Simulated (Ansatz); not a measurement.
# La2O3: optical spectrum from first principles

Aim: the dielectric function of La2O3, and the optical constants that follow from it.

Calculated with Ansatz 0.2.0; DFT, PBE, plane-wave PAW, default files, scalar-relativistic, independent-particle optical response without local fields.

## 1. Set-up

It takes space group P-3m1 (No. 164, trigonal). The conventional cell has a = 3.931 Å, b = 3.931 Å, c = 6.112 Å, α = 90.00°, β = 90.00°, γ = 120.00°. Nearest to La lie 7 O at 2.36 to 2.72 Å. Nearest to O lie 6 La at 2.72 Å. Nearest to O lie 4 La at 2.36 to 2.44 Å. Farther neighbours, and contacts between anions beyond the nearest, are not listed.

## 2. Ground state and bands

The self-consistent density comes first; it also tells whether there is a gap, which decides the occupations and the need for a Drude term.

This step: DFT, PBE, plane-wave PAW, default files, scalar-relativistic, ground state (Ansatz 0.2.0).

File input.yaml:

```yaml
crystal:
  lattice:
    - [3.930777878, 0.0, 0.0]
    - [-1.965388939, 3.404153499, 0.0]
    - [0.0, 0.0, 6.11195352]
  atoms:
    - { symbol: La, position: [0.3333333333, 0.6666666667, 0.24623568] }
    - { symbol: La, position: [0.6666666667, 0.3333333333, 0.75376432] }
    - { symbol: O, position: [0.0, 0.0, 0.0] }
    - { symbol: O, position: [0.3333333333, 0.6666666667, 0.64589065] }
    - { symbol: O, position: [0.6666666667, 0.3333333333, 0.35410935] }
kpoints:
  mp_grid: { grid: [7, 7, 4] }
  band_path:
    path:
      - [[0.0, 0.0, 0.0], [0.5, 0.0, 0.0], [0.33333333, 0.33333333, 0.0], [0.0, 0.0, 0.0], [0.0, 0.0, 0.5], [0.5, 0.0, 0.5], [0.33333333, 0.33333333, 0.5], [0.0, 0.0, 0.5]]
      - [[0.5, 0.0, 0.5], [0.5, 0.0, 0.0]]
      - [[0.33333333, 0.33333333, 0.0], [0.33333333, 0.33333333, 0.5]]
    npoints: 6
scf:
  occupations: { method: fermi_dirac, width: 0.05 }
  n_extra_bands: 9
hamiltonian:
  xc: pbe
  pseudopotentials: { kind: paw }
output:
  forces: true
  stress: true
  populations: true
  write_bands: true
  write_density: true
  write_potential: true
  elf: true
  volumetric_format: npy
```

Launch:

```
$ ansatz run input.yaml --threads 4 --pin off --max-ram 8192MiB --backend cpu --events-out ev --progress --plain --runs-dir out
```

Output:

```text
La: projections on atomic orbitals take those of the free atom [Kr 4d10] 4f0 5s2 5p6 5d1 6s2, of charge +0.00 (hamiltonian.pseudopotentials.projection_atoms); the dataset's partial waves leave at most 1.9e-5 of an orbital's norm unspanned inside its sphere
scf.n_extra_bands = 9 over 20 filled bands (N_el = 40.0): the run solves 29 bands
Engine: ansatz 0.2.0, aarch64-unknown-linux-gnu
Pseudopotentials: kind: paw
Pseudopotential: La, paw, valence charge 11, recommended cutoff 420 eV (normal), La.paw.azcp
Pseudopotential: O, paw, valence charge 6, recommended cutoff 420 eV (normal), O.paw.azcp
Functional definition: PBE
  parameter kappa = 0.804
  parameter beta = 0.066725
  exchange = pbe_x(kappa = kappa, mu = beta*pi^2/3)
  correlation = pbe_c(beta = beta)
Crystal: 5 atoms, lattice volume = 81.784 Å³
Basis set: ecut = 420 eV, 1641 PW (Γ), exchange–correlation on 54×54×90 points (8 copies of the dense FFT grid, shifted against one another)
Bands: 29, of which v1, the nominal top of the filled ones, is band 20 counted from 1 (19 counted from 0)
Symmetry: 12 space group operations
Space group: P-3m1 (ITA 164), of the structure as read, at distance tolerance 4.3e-5 Å
k-points: 28 of 196
Non-local potential: La, projectors of the file, l = 0: 3, l = 1: 2, l = 2: 2, l = 3: 3
Non-local potential: O, projectors of the file, l = 0: 2, l = 1: 2, l = 2: 1
PAW form: soft (Blöchl's): semilocal exchange-correlation on the pseudo side does not see the compensation charge
PAW one-centre angular grid: La, 590 points (default); XC on 64 Gauss nodes
PAW one-centre angular grid: O, 110 points (default); XC on 64 Gauss nodes
Initial density: superposition of atomic densities (neutral atoms: chi_scale 0, normalization atom), corrected by the library's trained network
Initial wavefunctions: pseudopotential atomic-orbital guess
Functional: x = pbe(κ = 0.804, μ = 0.219515), c = pbe(β = 0.066725)
SCF iter   1: F=—  HF=-14212.059096 eV  |F-HF|=—  |Δ(HF+E_count)|=         —  Δρ=2.30e-3  dr2=4.46e-3  ethr=1.77e-3  ⟨swp⟩=5.1  Hψ=3493  notcnv=0
preconditioner: auto → Resta (q_TF=auto, 2.422 Å⁻¹)  ε∞=4.7  [insulator: Δε(μ)=3.930 eV  Ē_g=12.747 eV  σ=0.050 eV  W_gap=1.00  n_scr=22 (ndim 8)  ℏωp=24.6 eV  f_vac=0.023  D(μ)=0.00/eV (n_scr^D=0)  ε∞_Penn≈4.7]
SCF iter   2: F=—  HF=-14212.059570 eV  |F-HF|=—  |Δ(HF+E_count)|=   4.73e-4  Δρ=1.43e-3  dr2=9.49e-4  ethr=1.12e-5  ⟨swp⟩=2.1  Hψ=1624  notcnv=0  defer=4
SCF iter   3: F=—  HF=-14212.059998 eV  |F-HF|=—  |Δ(HF+E_count)|=   4.29e-4  Δρ=6.65e-4  dr2=3.64e-4  ethr=2.37e-6  ⟨swp⟩=2.0  Hψ=1141  notcnv=0  defer=4
SCF iter   4: F=—  HF=-14212.060182 eV  |F-HF|=—  |Δ(HF+E_count)|=   1.84e-4  Δρ=1.04e-4  dr2=7.67e-6  ethr=9.11e-7  ⟨swp⟩=2.4  Hψ=1099  notcnv=0  defer=4
SCF iter   5: F=—  HF=-14212.060169 eV  |F-HF|=—  |Δ(HF+E_count)|=   1.29e-5  Δρ=5.85e-5  dr2=2.63e-6  ethr=1.92e-8  ⟨swp⟩=2.0  Hψ=1201  notcnv=0  defer=4
SCF iter   6: F=—  HF=-14212.060169 eV  |F-HF|=—  |Δ(HF+E_count)|=   1.10e-7  Δρ=2.51e-5  dr2=3.84e-7  ethr=6.57e-9  ⟨swp⟩=2.0  Hψ=1195  notcnv=0  defer=4
SCF iter   7: F=-14212.060169 eV  HF=-14212.060169 eV  |F-HF|=2.61e-8  |Δ(HF+E_count)|=   4.13e-8  Δρ=5.64e-6  dr2=2.51e-8  ethr=2.50e-10  ⟨swp⟩=14.5  Hψ=6205  notcnv=0
SCF 1 converged in 7 iterations: F = -14212.060169 eV  dr2 = 2.51e-8
  greatest PAW one-centre occupation: 0.973 electrons in one spin orbital (limit 2), on the La atom at site 1 (counted from 0), in its partial waves of l = 0
NSCF: frozen V_eff on 57 k-points
SCF converged after 7 iterations
Free energy (F): -14212.060169 eV
Harris-Foulkes:  -14212.060169 eV  (|F-HF|=2.61e-8)
Internal energy: -14212.060169 eV  (E = F + TS)
E sigma→0 (E₀):  -14212.060169 eV
Fermi energy:    11.655955 eV
--- Per-component energies (eV) ---
  E_band       = -6.404839
  E_kinetic    = 912.934383
  E_local      = -1532.902890  (includes V_loc(G=0)·N_el)
  E_nonlocal   = 336.615107
  E_hartree    = 547.315178
  E_xc         = -503.632518
  E_vxc        = -582.212766  (∫ρ·V_xc dr)
  E_paw        = -11307.954176  (= ΣΔE_a)
  E_vpaw       = -235.474491  (= ΣTr[D̂ρ^β])
  E_aug_tail   = 0.007195  (compensation charges beyond the density's cutoff)
  E_ewald      = -2664.442448
  E_smearing   = -0.000000  (= −TS)
  E_closure    = -0.000000  (closes the sum)
  Σ components = -14212.060169   (vs F -14212.060169, Δ=0.00e0)
--- Forces (eV/Å), atoms counted from 1 ---
  atom   1  La    -0.00000000     0.00000000    -0.01603720
  atom   2  La     0.00000000    -0.00000000     0.01603720
  atom   3  O      0.00000000     0.00000000     0.00000000
  atom   4  O      0.00000000    -0.00000000     0.00711934
  atom   5  O      0.00000000     0.00000000    -0.00711934
  max |Σ_I F_I| component: 1.85e-17 eV/Å
--- Stress (GPa, compression-positive) ---
        1.806240      -0.000000      -0.000000
       -0.000000       1.806240      -0.000000
       -0.000000       0.000000       2.072691
  P = ⅓ Tr σ = 1.8951 GPa (18.951 kbar)
--- Band table (eV; the first three rows and the last of 28) ---
  k-point 0: bands = [... 16 lower, 8.0512, 9.3278, 9.3278, 9.5904, 13.9924, 14.2808, 14.2808, 14.8588, ... 5 higher]
  k-point 1: bands = [... 16 lower, 8.4163, 9.2947, 9.3731, 9.3731, 14.1283, 14.3412, 14.3412, 14.8332, ... 5 higher]
  k-point 2: bands = [... 16 lower, 8.6997, 8.9253, 9.4245, 9.4245, 14.3519, 14.3960, 14.3960, 14.6287, ... 5 higher]
  k-point 27: bands = [... 16 lower, 9.1135, 9.2843, 9.3523, 9.6643, 14.0212, 14.4231, 14.4986, 14.7592, ... 5 higher]
--- Löwdin populations: 5 sites ---
  site symbol       q [e]
     0     La     10.1057
     1     La     10.1057
     2      O      6.6776
     3      O      6.5100
     4      O      6.5100
  spilling = 0.002272 (of n_electrons = 40.000000)
```

Run time: 2.6 s. Hardware: 4 threads of Arm Neoverse V1, shared host; peak memory 0.36 GiB.

Numbers from this step:

* free energy: -14212.0602 eV
* Fermi energy: 11.66 eV
* gap by band count: 3.895 eV
* electrons: 40
* symmetry operations: 12
* pressure: 1.895 GPa
* gap on the k-mesh: 3.895 eV
* volume: 81.78 Å³
* gap on the path: 3.841 eV
* least direct gap on the path: 3.966 eV

There is a gap, 3.84 eV on the path, so no carriers' term is needed. The cell is left with a pressure of 1.9 GPa and forces up to 0.02 eV/Å, as it stands unrelaxed at this level.

The electronic bands at the labelled points (eV, zero at the Fermi level; v1 is the highest filled band, c1 the lowest empty one):

| point | v4 | v3 | v2 | v1 | c1 | c2 | c3 | c4 |
| --- | --- | --- | --- | --- | --- | --- | --- | --- |
| Γ | -3.60 | -2.33 | -2.33 | -2.07 | 2.34 | 2.62 | 2.62 | 3.20 |
| halfway | -2.92 | -2.84 | -2.32 | -2.17 | 2.24 | 2.69 | 2.95 | 3.25 |
| M | -2.68 | -2.60 | -2.36 | -2.24 | 1.90 | 2.72 | 3.15 | 3.20 |
| halfway | -2.74 | -2.60 | -2.42 | -2.28 | 1.96 | 2.65 | 3.00 | 3.07 |
| K | -2.77 | -2.77 | -2.74 | -2.05 | 1.91 | 2.76 | 2.76 | 2.98 |
| halfway | -2.87 | -2.73 | -2.50 | -2.13 | 2.23 | 2.61 | 3.00 | 3.18 |
| Γ | -3.60 | -2.33 | -2.33 | -2.07 | 2.34 | 2.62 | 2.62 | 3.20 |
| halfway | -3.24 | -2.36 | -2.28 | -2.28 | 2.47 | 2.69 | 2.69 | 3.18 |
| A | -2.96 | -2.73 | -2.23 | -2.23 | 2.70 | 2.74 | 2.74 | 2.97 |
| halfway | -3.23 | -2.48 | -2.26 | -2.06 | 2.46 | 2.86 | 2.90 | 3.06 |
| L | -2.90 | -2.65 | -2.31 | -1.94 | 2.43 | 2.65 | 3.05 | 3.18 |
| halfway | -2.79 | -2.54 | -2.12 | -2.01 | 2.47 | 2.56 | 3.02 | 3.10 |
| H | -2.50 | -2.22 | -2.22 | -2.17 | 2.29 | 2.86 | 2.92 | 2.92 |
| halfway | -3.02 | -2.53 | -2.21 | -2.04 | 2.53 | 2.72 | 2.93 | 3.11 |
| A | -2.96 | -2.73 | -2.23 | -2.23 | 2.70 | 2.74 | 2.74 | 2.97 |
| jump to L | -2.90 | -2.65 | -2.31 | -1.94 | 2.43 | 2.65 | 3.05 | 3.18 |
| halfway | -2.80 | -2.50 | -2.33 | -2.15 | 2.13 | 2.73 | 3.09 | 3.21 |
| M | -2.68 | -2.60 | -2.36 | -2.24 | 1.90 | 2.72 | 3.15 | 3.20 |
| jump to K | -2.77 | -2.77 | -2.74 | -2.05 | 1.91 | 2.76 | 2.76 | 2.98 |
| halfway | -2.63 | -2.43 | -2.43 | -2.10 | 2.07 | 2.86 | 2.86 | 2.95 |
| H | -2.50 | -2.22 | -2.22 | -2.17 | 2.29 | 2.86 | 2.92 | 2.92 |

Valence density in the ac plane at fractional y = 0.333, with atoms of La and O within 0.2 Å of it. It is the smooth field of the valence electrons, not physical close to the nuclei.

Ten steps, logarithmic in the rise over the least value, from '_' (0.0 e/Å³) to '@' (6.9 e/Å³), each cell a mean:
```
..::::::......::------::....
............::==++++++==--::
..........::==**********++--
::........--++**********++==
::......::==++************==
::::::::::==++************==
::::::::::--++**********++==
::::::::::::--++******++==--
............::--========::..
__......__....::--------....
__________..::--==++++==::..
..________..--++##%%##**==::
..........::==##%%@@@@##++--
::::--::::--==##@@@@@@%%++--
::----------==**%%@@%%##==--
----====--::--==++****++--::
::--------::::::--==----::::
::::----::..................
..::::::::..________________
..::::::....________________
..::::::::..______________..
```
Atoms in or near the plane, at fractional coordinates: La at (0.67, 0.75), O at (0.67, 0.35).

Electrostatic potential energy in the ac plane at fractional y = 0.333, with atoms of La and O within 0.2 Å of it. With pseudopotentials it is smooth inside the atoms' cores, unlike the true potential.

Values in eV, 21 rows by 14 columns, each cell a mean:
```
 13  14  14  14  14  12  10   7   5   3   4   6   9  11
 12  14  14  14  13  10   7   0  -6 -10  -8  -2   5   9
 11  13  14  14  12   7  -1 -17 -28 -32 -30 -22  -6   4
  9  12  14  13  10   4  -9 -30 -32 -27 -30 -32 -17  -1
  8  12  13  13  10   1 -15 -33 -23  -3 -14 -32 -24  -5
  8  12  13  13  10   2 -14 -33 -26  -9 -18 -32 -23  -4
 10  13  14  13  11   5  -6 -26 -33 -31 -32 -30 -13   1
 11  13  14  14  12   9   2 -10 -21 -26 -24 -14  -2   6
 13  14  14  14  13  11   9   4  -1  -3  -2   2   7  10
 14  14  14  14  14  13  12  10   9   8   8  10  11  13
 14  13  13  13  14  14  14  12  10   7   8  12  13  14
 13  12  11  12  12  13  14   8  -8 -18 -14   2  13  14
 11   9   9   9  10  12  13  -5 -25 -33 -30 -14  10  13
  9   6   5   6   8  11  12  -8 -29 -34 -32 -17   8  11
  7   4   2   2   5   9  11   1 -18 -27 -24  -7  10  10
  6   2   0   1   4   8  11  12   6  -1   2  10  12  10
  7   4   2   3   5   9  11  13  14  13  14  14  12  10
  9   7   6   7   8  10  12  13  14  14  14  14  13  11
 11  10  10  10  11  12  12  13  14  14  14  13  13  12
 13  13  12  13  13  13  13  12  12  12  12  12  13  13
 13  14  14  14  14  13  12  11  10  10  10  11  12  13
```
Atoms in or near the plane, at fractional coordinates: La at (0.67, 0.75), O at (0.67, 0.35).

(Continued in part 2 of 2.)

[Long decimals in the printed logs are rounded to 6 places.]

[Logs are printed without paths, hosts, clocks, repeated set-up lines and the standing remarks that a program may print on its own settings, such as how far it seeks lower states.]

[Hosts, paths, dates, database ids (printed as entryN), source tags and the programs' standing remarks are cut or masked in the printed files.]

[Where the starting crystal was built by hand or by swapping elements, it need not be the compound's stable phase.]

[The count of steps not shown may lack steps that the program refused or didn't finish.]
